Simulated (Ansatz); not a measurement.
# The perfect Ta wire of staggered 4-rings, part 3 of 4

What gap, if any, does the Ta wire of staggered 4-rings have, and how does it change with the functional and under strain?

Ansatz 0.2.0; DFT PBE, plane waves, PAW; relaxation of a wire's period (the session's first sound run).

So far. Step 5 (Levels at the same atoms, level PBEsol, cutoff 420 eV): Bands cross the Fermi level, as under PBE at the relaxed period. Step 6 (Another level of theory, level r2SCAN, cutoff 500 eV): Bands cross the Fermi level, as under PBE at the relaxed period.

## (7) With spin-orbit coupling

This step: DFT PBE, plane waves, fully relativistic PAW; bands of a perfect wire with spin-orbit coupling (Ansatz 0.2.0).

Spin-orbit coupling mixes the spins and splits bands that cross or touch without it, so it can open or close channels. Fully relativistic datasets take the place of the scalar ones. Against the first PBE run of this kind, the mesh along the wire has 11 points against 17.

File input.yaml:

```yaml
crystal:
  lattice:
    - [10.785, 0.0, 0.0]
    - [0.0, 10.785, 0.0]
    - [0.0, 0.0, 4.8920605514]
  atoms:
    - { symbol: Ta, position: [0.327396983, 0.499992115, 0.0] }
    - { symbol: Ta, position: [0.499992115, 0.672587247, 0.0] }
    - { symbol: Ta, position: [0.499992115, 0.327396983, 0.0] }
    - { symbol: Ta, position: [0.672587247, 0.499992115, 0.0] }
    - { symbol: Ta, position: [0.37783824, 0.62214599, 0.5] }
    - { symbol: Ta, position: [0.37783824, 0.37783824, 0.5] }
    - { symbol: Ta, position: [0.62214599, 0.62214599, 0.5] }
    - { symbol: Ta, position: [0.62214599, 0.37783824, 0.5] }
kpoints:
  mp_grid: { grid: [1, 1, 11] }
  band_path: { path: ["Γ", Z], npoints: 50 }
scf:
  occupations: { method: fermi_dirac, width: 0.05 }
hamiltonian:
  xc: pbe
  pseudopotentials: { kind: paw_fr }
magnetization:
  noncollinear: true
  spin_orbit: true
```

The run is started by

```sh
$ ansatz run input.yaml --threads 8 --pin off --max-ram 16384MiB --backend cpu --events-out ev --progress --plain --runs-dir out
```

Numbers of over 12 decimals in the logs are rounded to 6 here.

Output:

```text
[...]
non-collinear run that drives no moment, with spin-orbit: no starting moment large enough to seed its density (crystal.atoms[].spin), no starting occupations that ask for one, no magnetisation constraint and no magnetic field, so the semilocal B_xc is pinned to zero
Crystal: 8 atoms, lattice volume = 569.026 Å³
Basis set: ecut = 420 eV, 11145 PW (Γ)
Bands: 126, of which v1, the nominal top of the filled ones, is band 104 counted from 1 (103 counted from 0)
Symmetry: 16 space group operations + 16 with time reversal
[...]
k-points: 6 of 11
Projection manifold: j_resolved (fully-relativistic pseudo-atomic orbitals)
[...]
SCF iter   1: F=—  HF=-79632.310357 eV  |F-HF|=—  |Δ(HF+E_count)|=         —  Δρ=4.24e-2  dr2=5.62e1  dr2_m=0.00e0 (ungated)  ethr=3.10e-3  |M|=0.00e0 ∫|m|=0.00e0 μB  |m|>n=0.0e0 m-floor=0.0e0 τ_xc=0.0e0  β_m=1.00  ⟨swp⟩=8.0  Hψ=1935  notcnv=0
[...]
spin=Noncollinear: LDOS preconditioning applied to the charge; magnetization (m_x, m_y, m_z) channels mix plain (no charge-response kernel on spin).
SCF iter   2: F=—  HF=-79625.298236 eV  |F-HF|=—  |Δ(HF+E_count)|=    7.01e0  Δρ=3.64e-2  dr2=3.29e1  dr2_m=0.00e0 (ungated)  ethr=3.10e-3  |M|=0.00e0 ∫|m|=0.00e0 μB  |m|>n=0.0e0 m-floor=0.0e0 τ_xc=0.0e0  β_m=0.78  ⟨swp⟩=5.8  Hψ=1220  notcnv=0  defer=32
[...]
SCF iter  10: F=-79621.163557 eV  HF=-79621.163557 eV  |F-HF|=1.01e-8  |Δ(HF+E_count)|=   9.51e-8  Δρ=1.15e-6  dr2=2.51e-8  dr2_m=0.00e0 (ungated)  ethr=9.62e-11  |M|=0.00e0 ∫|m|=0.00e0 μB  |m|>n=0.0e0 m-floor=0.0e0 τ_xc=0.0e0  ⟨swp⟩=30.0  Hψ=1623  notcnv=0
SCF 1 converged in 10 iterations: F = -79621.163557 eV  dr2 = 2.51e-8
[...]
SCF converged after 10 iterations
Magnetization: |M| = 0.0000 μB,  M = (+0.0000, +0.0000, +0.0000) μB
Absolute magnetization: 0.0000 μB (∫|m|)
  site 0: m = (+0.0000, +0.0000, +0.0000) μB, |m| = 0.0000 μB  (R = 1.09 Å)
  site 1: m = (+0.0000, +0.0000, +0.0000) μB, |m| = 0.0000 μB  (R = 1.09 Å)
  site 2: m = (+0.0000, +0.0000, +0.0000) μB, |m| = 0.0000 μB  (R = 1.09 Å)
  site 3: m = (+0.0000, +0.0000, +0.0000) μB, |m| = 0.0000 μB  (R = 1.09 Å)
  site 4: m = (+0.0000, +0.0000, +0.0000) μB, |m| = 0.0000 μB  (R = 1.09 Å)
  site 5: m = (+0.0000, +0.0000, +0.0000) μB, |m| = 0.0000 μB  (R = 1.09 Å)
  site 6: m = (+0.0000, +0.0000, +0.0000) μB, |m| = 0.0000 μB  (R = 1.09 Å)
  site 7: m = (+0.0000, +0.0000, +0.0000) μB, |m| = 0.0000 μB  (R = 1.09 Å)
Free energy (F): -79621.163557 eV
[...]
Internal energy: -79621.072618 eV  (E = F + TS)
E sigma→0 (E₀):  -79621.118088 eV
Entropy (-TS):   -0.090939 eV (-11.367 meV/atom)
Fermi energy:    2.091940 eV
[...]
--- Band table (eV; the first three rows and the last of 6) ---
  k-point 0: bands = [... 100 lower, 1.6615, 1.6615, 1.9525, 1.9525, 2.0567, 2.0567, 2.2799, 2.2799, ... 18 higher]
  k-point 1: bands = [... 100 lower, 1.9276, 1.9276, 1.9322, 1.9322, 2.2093, 2.2093, 2.3978, 2.3978, ... 18 higher]
  k-point 2: bands = [... 100 lower, 2.2114, 2.2114, 2.2971, 2.2971, 2.3663, 2.3663, 2.5128, 2.5128, ... 18 higher]
  k-point 5: bands = [... 100 lower, 1.7958, 1.7958, 1.8729, 1.8729, 1.9025, 1.9025, 2.0247, 2.0247, ... 18 higher]
```

The job ended after 85 s (8 threads of Intel Xeon Platinum 8488C (Sapphire Rapids), shared host; peak memory 7.8 GiB).

Numbers from this step:

```
energy at zero smearing : -79621.1181 eV
```

The electronic bands at the labelled points (eV, zero at the Fermi level):

```
  point  band 101  band 102  band 103  band 104  band 105  band 106  band 107  band 108
      Γ     -0.43     -0.43     -0.14     -0.14     -0.04     -0.04      0.19      0.19
halfway      0.10      0.10      0.12      0.12      0.13      0.13      0.33      0.33
      Z     -0.27     -0.27     -0.27     -0.27     -0.14     -0.14     -0.14     -0.14
```

Bands cross the Fermi level, as under PBE at the relaxed period, with no moment.

## (8) Strain along the wire, period over the relaxed period 1.03

This step: DFT PBE, plane waves, PAW; relaxation at a fixed period (Ansatz 0.2.0).

The period is set to 1.03 times the relaxed one and the atoms relax within it: strain changes bond lengths and angles, which shifts the bands against each other. Against the first PBE run of this kind, the mesh along the wire has 12 points against 17.

The cell differs from the one that the last finished run ended in (c 4.892 → 5.039 Å).

File input.yaml:

```yaml
crystal:
  lattice:
    - [10.785, 0.0, 0.0]
    - [0.0, 10.785, 0.0]
    - [0.0, 0.0, 5.038822368]
  atoms:
    - { symbol: Ta, position: [0.327396983, 0.499992115, 0.0], spin: 1.6 }
    - { symbol: Ta, position: [0.499992115, 0.672587247, 0.0], spin: 1.6 }
    - { symbol: Ta, position: [0.499992115, 0.327396983, 0.0], spin: 1.6 }
    - { symbol: Ta, position: [0.672587247, 0.499992115, 0.0], spin: 1.6 }
    - { symbol: Ta, position: [0.37783824, 0.62214599, 0.5], spin: 1.6 }
    - { symbol: Ta, position: [0.37783824, 0.37783824, 0.5], spin: 1.6 }
    - { symbol: Ta, position: [0.62214599, 0.62214599, 0.5], spin: 1.6 }
    - { symbol: Ta, position: [0.62214599, 0.37783824, 0.5], spin: 1.6 }
magnetization:
  spin_polarized: true
kpoints:
  mp_grid: { grid: [1, 1, 12] }
  band_path: { path: ["Γ", Z], npoints: 50 }
scf:
  occupations: { method: fermi_dirac, width: 0.05 }
hamiltonian:
  xc: pbe
relax:
  max_steps: 40
  f_tol: 0.02
output:
  stress: true
```

Output:

```text
Warning: output.stress: scf.convergence.dr2_threshold = 1e-7 eV (the SCF's general default) is looser than the 8e-10 eV advised for a printed stress (1e-10 eV for each atom of the cell: 8). What an SCF threshold leaves in a stress goes as its square root, and in the free energy as the threshold itself, and one threshold admits the most on a small cell: [figures from the program's tests cut] Every solve of this run an [...]
[...]
Crystal: 8 atoms, lattice volume = 586.097 Å³
Basis set: ecut = 420 eV, 11473 PW (Γ), exchange–correlation on 150×150×72 points (8 copies of the dense FFT grid, shifted against one another)
Bands: 71, of which v1, the nominal top of the filled ones, is band 52 counted from 1 (51 counted from 0)
Symmetry: 16 space group operations
[...]
k-points: 7 of 12
[...]
Starting moments: Σ|m| = 12.8 μB on 8 of 8 sites
[...]
SCF iter   1: F=—  HF=-79443.813110 eV  |F-HF|=—  |Δ(HF+E_count)|=         —  Δρ=2.66e-2 (↑2.32e-2 ↓2.66e-2)  dr2=4.56e1  dr2_m=1.30e0  M=5.460 μB ∫|m|=5.462 μB  β_m=0.30  ethr=3.10e-3  ⟨swp⟩=8.2  Hψ=4308  notcnv=0
[...]
SCF iter  12: F=-79440.716617 eV  HF=-79440.716617 eV  |F-HF|=1.80e-8  |Δ(HF+E_count)|=   5.60e-8  Δρ=1.10e-6 (↑1.10e-6 ↓1.03e-6)  dr2=3.53e-8  dr2_m=2.77e-9  M=0.000 μB ∫|m|=0.000 μB  ethr=1.60e-10  ⟨swp⟩=1.0  Hψ=2760  notcnv=0
[...]
SCF 1 converged in 12 iterations: F = -79440.716617 eV  dr2 = 3.53e-8
[...]
relax step   1: F+E_penalty+E_count = -79440.71661735 eV  Δ(F+E_penalty+E_count) = +0.000e0 eV  max|allowed force component| = 2.792e-1 eV/Å  Δτ_max = 0.0000 Å  (12 SCF iters, dr2 threshold 1.00e-5 eV, accepted)
[...]
SCF iter   9: F=-79440.654731 eV  HF=-79440.654731 eV  |F-HF|=2.07e-9  |Δ(HF+E_count)|=   8.68e-8  Δρ=5.76e-7 (↑5.21e-7 ↓5.76e-7)  dr2=3.38e-9  dr2_m=1.26e-9  M=-0.000 μB ∫|m|=0.000 μB  ethr=2.22e-11  ⟨swp⟩=1.0  Hψ=3038  notcnv=0
[...]
SCF 2 converged in 9 iterations: F = -79440.654731 eV  dr2 = 3.38e-9
relax step   2: F+E_penalty+E_count = -79440.65473122 eV  Δ(F+E_penalty+E_count) = +6.189e-2 eV  max|allowed force component| = 6.851e-1 eV/Å  Δτ_max = 0.0424 Å  (9 SCF iters, dr2 threshold 4.87e-6 eV, rejected (line search))
SCF iter   1: F=—  HF=-79440.712958 eV  |F-HF|=—  |Δ(HF+E_count)|=         —  Δρ=2.08e-3 (↑1.55e-3 ↓2.08e-3)  dr2=7.05e-2  dr2_m=1.14e-2  M=0.011 μB ∫|m|=0.089 μB  β_m=0.30  ethr=6.66e-4  ⟨swp⟩=4.1  Hψ=2044  notcnv=0  defer=51
[...]
SCF iter  10: F=-79440.731288 eV  HF=-79440.731288 eV  |F-HF|=5.82e-11  |Δ(HF+E_count)|=   6.08e-9  Δρ=1.56e-7 (↑1.56e-7 ↓1.10e-7)  dr2=3.59e-10  dr2_m=5.26e-11  M=0.000 μB ∫|m|=0.000 μB  ethr=1.00e-12  ⟨swp⟩=1.0  Hψ=3080  notcnv=0
[...]
SCF 3 converged in 10 iterations: F = -79440.731288 eV  dr2 = 3.59e-10
relax step   3: F+E_penalty+E_count = -79440.73128760 eV  Δ(F+E_penalty+E_count) = -1.467e-2 eV  max|allowed force component| = 2.245e-2 eV/Å  Δτ_max = 0.0143 Å  (10 SCF iters, accepted)
SCF iter   1: F=—  HF=-79440.731650 eV  |F-HF|=—  |Δ(HF+E_count)|=         —  Δρ=8.45e-5 (↑6.22e-5 ↓8.45e-5)  dr2=5.48e-5  dr2_m=1.99e-5  M=0.001 μB ∫|m|=0.004 μB  β_m=0.65  ethr=1.18e-6  ⟨swp⟩=2.1  Hψ=1567  notcnv=0  defer=51
[...]
SCF iter   7: F=-79440.731378 eV  HF=-79440.731378 eV  |F-HF|=0.00e0  |Δ(HF+E_count)|=   1.50e-9  Δρ=1.30e-7 (↑1.30e-7 ↓1.30e-7)  dr2=2.72e-10  dr2_m=6.42e-11  M=0.000 μB ∫|m|=0.000 μB  ethr=1.19e-12  ⟨swp⟩=1.0  Hψ=2725  notcnv=0
[...]
SCF 4 converged in 7 iterations: F = -79440.731378 eV  dr2 = 2.72e-10
[...]
relax step   4: F+E_penalty+E_count = -79440.73137793 eV  Δ(F+E_penalty+E_count) = -9.033e-5 eV  max|allowed force component| = 3.013e-3 eV/Å  Δτ_max = 0.0012 Å  (7 SCF iters, accepted)
[...]
the band table was solved once a step of the walk had ended and its energy, with any forces and stress, was formed, with the checks that follow a solve (5685 applications of the Hamiltonian). They found nothing against the state; the energy, forces and stress were not computed again (output.eigenvalues in the input reference)
[...]
SCF converged after 7 iterations
Magnetization: 0.0001 μB (52.0000 up, 52.0000 down)
Absolute magnetization: 0.0001 μB (∫|ρ↑−ρ↓|, with the PAW one-centre terms)
[...]
Per-site moments (μB) at R_I (Å): [(3.567545088933845e-6, 1.078258), (3.567545088975448e-6, 1.078258), (3.56754508895294e-6, 1.078258), (3.5675450889115652e-6, 1.078258), (3.9901000442350125e-6, 1.079282), (3.9901000442359875e-6, 1.079282), (3.990100044358434e-6, 1.079282), (3.9901000441920985e-6, 1.079282)]
Free energy (F): -79440.731378 eV
[...]
Internal energy: -79440.638068 eV  (E = F + TS)
E sigma→0 (E₀):  -79440.684723 eV
Entropy (-TS):   -0.093310 eV (-11.664 meV/atom)
Fermi energy:    1.997104 eV
[...]
--- Forces (eV/Å), atoms counted from 1 ---
  atom   1  Ta     0.00301321     0.00000000    -0.00000000
  atom   2  Ta    -0.00000000    -0.00301321     0.00000000
  atom   3  Ta     0.00000000     0.00301321    -0.00000000
  atom   4  Ta    -0.00301321     0.00000000     0.00000000
  atom   5  Ta     0.00210647    -0.00210647    -0.00000000
  atom   6  Ta     0.00210647     0.00210647     0.00000000
  atom   7  Ta    -0.00210647    -0.00210647    -0.00000000
  atom   8  Ta    -0.00210647     0.00210647     0.00000000
  max |Σ_I F_I| component: 1.30e-18 eV/Å
--- Stress (GPa, compression-positive) ---
       -0.061700       0.000000      -0.000000
        0.000000      -0.061700      -0.000000
       -0.000000      -0.000000      -2.425227
  P = ⅓ Tr σ = -0.8495 GPa (-8.495 kbar)
--- Band table (eV; the first three rows and the last of 14) ---
  k-point 0 ↑: bands = [... 48 lower, 1.3575, 1.4726, 1.4726, 1.7891, 2.0101, 2.0101, 2.4230, 2.4230, ... 15 higher]
  k-point 1 ↑: bands = [... 48 lower, 1.3034, 1.6202, 1.6878, 1.6889, 2.2044, 2.2044, 2.3942, 2.3942, ... 15 higher]
  k-point 2 ↑: bands = [... 48 lower, 1.2321, 1.4466, 2.0586, 2.1373, 2.3122, 2.3122, 2.4061, 2.4061, ... 15 higher]
  k-point 6 ↓: bands = [... 48 lower, 0.9430, 0.9512, 1.8130, 1.8130, 1.8190, 1.8190, 2.9790, 3.0420, ... 15 higher]
--- Relaxed structure (4 steps of the walk, 3 accepted, 0 SCFs on fresh bases) ---
  F+E_penalty+E_count = -79440.73137793 eV   max|allowed force component| = 3.013e-3 eV/Å
  atoms:
    - { symbol: Ta, position: [0.328611, 0.499992115, 0] }
    - { symbol: Ta, position: [0.499992115, 0.671373, 0] }
    - { symbol: Ta, position: [0.499992115, 0.328611, 0] }
    - { symbol: Ta, position: [0.671373, 0.499992115, 0] }
    - { symbol: Ta, position: [0.378692, 0.621292, 0.5] }
    - { symbol: Ta, position: [0.378692, 0.378692, 0.5] }
    - { symbol: Ta, position: [0.621292, 0.621292, 0.5] }
    - { symbol: Ta, position: [0.621292, 0.378692, 0.5] }
```

Wall time 35 s (8 threads); peak memory 3 GiB; 4.5 min of CPU time.

Step by step:

```
step  energy less that of the first step (eV)  largest force component (eV/Å)
   1                                   0.0000                          0.2792
   2                                   0.0619                          0.6851
   3                                  -0.0147                          0.0225
   4                                  -0.0148                          0.0030
```

Relaxation step 2 was tried and not accepted.

The run keeps the 16 symmetry operations that it works with, so distortions that break them were not tested.

The atoms that moved most (Å):

```
atom      dx      dy     dz  length
 Ta2   0.000  -0.013  0.000   0.013
 Ta4  -0.013   0.000  0.000   0.013
 Ta1   0.013   0.000  0.000   0.013
 Ta3   0.000   0.013  0.000   0.013
 Ta7  -0.009  -0.009  0.000   0.013
 Ta5   0.009  -0.009  0.000   0.013
 Ta8  -0.009   0.009  0.000   0.013
 Ta6   0.009   0.009  0.000   0.013
```

The relaxed structure:

```xyz
8
Lattice="10.7850 0.0000 0.0000 0.0000 10.7850 0.0000 0.0000 0.0000 5.0388" Properties=species:S:1:pos:R:3
Ta    3.5441    5.3924    0.0000
Ta    5.3924    7.2408    0.0000
Ta    5.3924    3.5441    0.0000
Ta    7.2408    5.3924    0.0000
Ta    4.0842    6.7006    2.5194
Ta    4.0842    4.0842    2.5194
Ta    6.7006    6.7006    2.5194
Ta    6.7006    4.0842    2.5194
```

This step gave:

```
energy at zero smearing : -79440.6847 eV
```

Bands cross the Fermi level, as under PBE at the relaxed period, with no moment.

(Part 3 of 4 ends here.)

[Logs are printed without paths, hosts, clocks, repeated set-up lines and the standing remarks that a program may print on its own settings, such as how far it seeks lower states.]

[Hosts, paths, dates, database ids (printed as entryN), source tags and the programs' standing remarks are cut or masked in the printed files.]
